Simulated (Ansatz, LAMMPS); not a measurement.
# Electronic structure of K+ triflate in vinylene carbonate and dimethyl carbonate and a fluorinated ether (TTE) at 300 K (149 atoms), part 2 of 2

What does DFT give for K+ triflate in vinylene carbonate and dimethyl carbonate and a fluorinated ether (TTE) at 300 K (149 atoms) as built?

Ansatz 0.2.0; Kohn-Sham DFT, r2SCAN+D4, PAW (set soft_2), plane waves.

The cell: 35 F, 42 C, 28 O, 42 H, 1 S and 1 K. The network of contacts between molecules at the start is that of the classical potential that made the cell. The density was typed from a rule of thumb and may lie off the real one at this temperature. Sampling is at Γ alone, for a cell whose shortest periodic width is 13 Å.

So far. Step 3 (Plane-wave single point): About 64 of the 638 electrons lie in deeper levels, below the stored range.

## Step 3: Plane-wave single point (continued)

Electrostatic potential energy in the ab plane at fractional z = 0.369, with atoms of F and H and O and C and K within 0.2 Å of it. With pseudopotentials it is smooth inside the atoms' cores, unlike the true potential.

Ten even steps from '0' (-41 eV) to '9' (7 eV), each cell a mean:
```
489999766999988888656789999999998851
799998200588742578763116999999866201
799999511224510278883004999999987101
899999985001665789998669999999998777
999999987436888999999999999999999999
999999987667899999999999999999999999
899996678764479999999999999999998878
789998789850039999999998468999985323
489999999985479999999986358999872000
689999999999999999998887889999974102
899999999999999999998888899999998767
999999999999999999999999999999999999
757999999999999999999999999999999999
101799999999999999999999999999999997
424899999999999999999999999999999988
999999989999999999999999999999999989
999999999999999999999888899999767889
999999998999999999998864589996101688
789999999999999999999810059997213788
579999999999999999999963489999988997
899999999999999999999999999999999999
999999999999999997458999999999999999
999999999999999982004999999999999999
799999999999999985126899999999999985
```
Columns run along a (12.6 Å; values clipped at the 3rd and 97th percentile), rows up along b (12.6 Å). Atoms in or near the plane, at fractional coordinates: F at (0.60, 0.90), F at (0.51, 0.05), H at (0.68, 0.66), O at (0.65, 0.22), C at (0.95, 0.91), H at (0.99, 0.98), O at (0.04, 0.42), F at (0.86, 0.25), K at (0.94, 0.63).

Valence density in the ab plane at fractional z = 0.369, with atoms of F and H and O and C and K within 0.2 Å of it. It is the smooth field of the valence electrons, not physical close to the nuclei.

Ten steps, logarithmic in the rise over the least value, from '0' (0 e/Å³) to '9' (11 e/Å³), each cell a mean:
```
521002465311123223444432100000123356
421014798533345543346886200001245566
320013687655555542247996300001234565
210001234565544331124553100000012443
100000124554321110000110000000000111
000012333443210000000000000000000000
100135543346652000000001110000001222
310124532368973100000123432000024665
520011211146752000001235542000136777
410000000011210000013334431000025776
100000000000000000012322211000012343
111000000000000000001110100000000011
565310000000000000000000000000011113
788520000000000000011110000000011124
676420000000000000133321000000001124
332111121100000000234321111000111112
110001222210000000122222221013554221
110000122210000000012356642125897422
442000122210000000002478862125887434
652101111100000000001367642002343235
331011111000000001111123210000000013
000000000000000025764100000000000000
000000000000000147996300000000000000
310000111000001136875210000000000123
```
Columns run along a (12.6 Å), rows up along b (12.6 Å). Atoms in or near the plane, at fractional coordinates: F at (0.60, 0.90), F at (0.51, 0.05), H at (0.68, 0.66), O at (0.65, 0.22), C at (0.95, 0.91), H at (0.99, 0.98), O at (0.04, 0.42), F at (0.86, 0.25), K at (0.94, 0.63).

Mean Löwdin charges: C +0.34, F -0.25, H +0.22, K +0.84, O -0.37, S +2.39 e (they miss 1.2 % of the electrons, so they add up to more than the cell's charge). The largest share in the top eV of filled states is O p (60 % of the projected weight), and in the lowest eV of empty states C p (61 % of the projected weight).

## Step 4: Distances and neighbours

These statistics describe the geometry on which the runs were made.

Density 1.44 g/cm³, 13.44 Å³ an atom.

g(r), total and by pair (bins of 0.2 Å):

```
r (Å)  total   C-C   C-H    C-F    C-O   C-K   C-S
 1.00   1.45  0.00  9.10   0.00   0.00  0.00  0.00
 1.20   1.41  0.00  6.75   0.00   3.16  0.00  0.00
 1.40   2.98  2.48  0.00  10.15  12.55  0.00  0.00
 1.60   0.41  4.17  0.00   0.00   0.00  0.00  0.00
 1.80   0.45  0.00  0.00   0.00   0.00  0.00  5.70
 2.00   0.83  0.42  0.10   0.00   0.00  0.00  0.00
 2.20   1.45  2.06  2.17   0.31   1.09  0.00  0.00
 2.40   1.23  0.97  0.61   3.31   0.46  0.00  0.00
 2.60   0.83  0.40  0.46   0.88   1.23  0.00  0.00
 2.80   0.88  0.00  0.76   0.62   0.09  0.00  0.00
 3.00   0.71  0.20  0.40   0.71   0.52  0.00  0.00
 3.20   0.81  0.00  1.06   0.83   0.91  0.00  0.00
 3.40   0.79  0.08  0.67   0.93   1.11  1.57  0.00
 3.60   0.83  0.20  0.94   0.79   0.79  0.00  0.00
 3.80   0.83  0.94  0.88   0.56   0.52  4.00  0.00
 4.00   1.14  1.07  1.01   1.52   1.02  1.20  0.00
 4.20   1.04  1.02  0.90   1.01   1.16  1.06  3.19
 4.40   0.95  1.31  1.00   1.09   0.35  2.00  3.00
 4.60   1.06  1.46  1.11   0.97   1.06  0.00  1.77
 4.80   1.12  1.10  1.42   0.80   0.79  1.61  2.50
 5.00   1.10  1.20  1.35   0.91   1.11  1.52  0.77
 5.20   1.04  1.27  1.12   1.01   1.13  0.69  1.40
 5.40   1.20  1.40  1.44   1.41   1.28  1.95  1.31
 5.60   1.04  1.01  0.89   1.10   1.31  0.59  0.60
 5.80   1.07  1.10  1.04   1.06   0.95  1.71  0.55
 6.00   0.95  0.96  0.97   0.99   0.75  1.06  0.00
 6.20   1.04  1.01  0.93   1.11   1.13  0.49  2.46
```

Bonds by pair of elements; cutoffs follow the first minimum of g(r), held within bounds set by covalent radii, and pairs that aren't listed don't count as bonded:

```
pair A-B  cutoff (Å)  bonds  mean length (Å)  spread (Å)  shortest (Å)  B about A  A about B
     C-C        1.82     16             1.49       0.099          1.30      0.762      0.762
     C-H        1.34     42             1.09       0.027          1.04          1          1
     C-F        1.62     35             1.37       0.029          1.31      0.833          1
     C-O        1.73     43             1.37       0.074          1.20       1.02       1.54
     C-S        2.21      1             1.80           0          1.80      0.024          1
     F-K        3.04      2             2.83       0.155          2.68      0.057          2
     O-K        3.15      5             2.83       0.191          2.58      0.179          5
     O-S        1.88      3             1.45       0.002          1.44      0.107          3
```

How many atoms have how many bonded neighbours:

```
element  mean   1   2   3   4  7
      C  3.64   0   0  15  27  0
      F  1.06  33   2   0   0  0
      H     1  42   0   0   0  0
      K     7   0   0   0   0  1
      O  1.82   6  21   1   0  0
      S     4   0   0   0   1  0
```

Bond angles, per cent of each kind in bins of 5°:

```
angle (°)  C-C-F  H-C-O  C-C-H  H-C-H  O-C-O
   95–100    0.0    0.0    0.0    4.5    0.0
  100–105    5.0    5.9    4.2   18.2    4.8
  105–110   40.0   38.2   25.0   40.9    9.5
  110–115   45.0   32.4   29.2   31.8   14.3
  115–120   10.0   17.6    8.3    4.5   14.3
  120–125    0.0    5.9    0.0    0.0   19.0
  125–130    0.0    0.0   12.5    0.0   38.1
  130–135    0.0    0.0   20.8    0.0    0.0
```

Bond angles (no mean is given where the spread exceeds 20°):

```
angle  count  mean (°)  spread (°)
C-C-F     40       110         3.2
H-C-O     34       111         4.8
C-C-H     24       118        10.2
H-C-H     22       109         4.2
O-C-O     21       120         7.9
```

Bond length by coordination (bonds to H left out):

```
element  coordination  atoms  mean bond length (Å)
      C             3     15                  1.33
      C             4     27                  1.44
      F             1     33                  1.37
      F             2      2                  2.11
      O             1      6                  1.26
      O             2     21                  1.52
      O             3      1                  1.95
```

Rings of the network by King's shortest-path rule, up to 12 atoms, one path for each pair of neighbours; H, halogens, alkali and alkaline-earth atoms are left out, and the last column divides by all other atoms, bonded or not:

```
ring size (atoms)  rings  per network atom
                5      4             0.056
```

Counting bonds as in the table, 64 % of C atoms have 4, 94 % of F atoms have 1, all H atoms have 1 and all K atoms have 7 bonded neighbours. The C-C-F angle averages 110° with a spread of 3°. All rings counted have 5 atoms.

Local excerpt of 11 atoms (numbers count through the whole input) about C126, which bears the longest force; x, y, z are measured from there.

```
atom      x      y      z  distance (Å)  bonds  Löwdin charge (e)     Fx     Fy  Fz (eV/Å)
C126   0.00   0.00   0.00          0.00      3               0.73  -2.74   1.13      -2.86
O125  -1.07   0.33  -0.51          1.23      1              -0.42   2.88   0.35       1.51
O130   0.18  -1.29   0.36          1.35      2              -0.20   1.02   1.40       0.49
O127   1.21   0.76   0.06          1.43      2              -0.25  -1.37  -2.06       0.44
C129   1.49  -1.35   0.72          2.13      3               0.04   1.19   0.90      -0.45
C128   2.14  -0.19   0.52          2.21      3               0.03  -0.33  -0.61       0.22
 F31  -0.98   0.03   2.48          2.67      1              -0.28   0.22   0.11       0.67
H132   1.86  -2.28   0.98          3.10      1               0.25   0.52  -1.24       0.46
O119   0.14  -0.65  -3.12          3.19      2              -0.21  -0.59  -2.27       0.01
H131   3.22   0.02   0.60          3.28      1               0.25  -1.10   0.25      -0.08
C118   0.48  -1.90  -2.71          3.34      3               0.74   2.74  -0.65       2.40
```

The column of bonds counts only the pairs C-C within 1.82 Å, C-H within 1.34 Å, C-F within 1.62 Å, C-O within 1.73 Å, C-S within 2.21 Å, F-K within 3.04 Å, O-K within 3.15 Å, O-S within 1.88 Å; other neighbours, such as metal atoms beside each other in a compound, aren't counted, and periodic images can show an atom twice.

## Step 5: Results

| Quantity | Value |
| --- | --- |
| free energy per atom | -388.6464 eV/atom |
| pressure | -1.168 GPa |
| r.m.s. force component | 1.007 eV/Å |
| gap (highest filled to lowest empty level) | 4.631 eV |
| wall time of the 1 DFT run | 52 s |

**Reading.** The highest filled and lowest empty levels differ by 4.63 eV (at Γ alone); a semilocal functional tends to put such gaps too low. In a disordered cell it changes from sample to sample and from frame to frame. Counting bonds as in the table, 64 % of C atoms have 4, 94 % of F atoms have 1, all H atoms have 1 and all K atoms have 7 bonded neighbours.

What to keep in mind: The force components of 1.0 eV/Å r.m.s. come partly from thermal motion and partly from the difference between the classical potential and DFT, above all in bond lengths inside molecules. The pressure of a single frame lacks the kinetic term.

[Logs are printed without paths, hosts, clocks, repeated set-up lines and the standing remarks that a program may print on its own settings, such as how far it seeks lower states.]

[Hosts, paths, dates, database ids (printed as entryN), source tags and the programs' standing remarks are cut or masked in the printed files.]
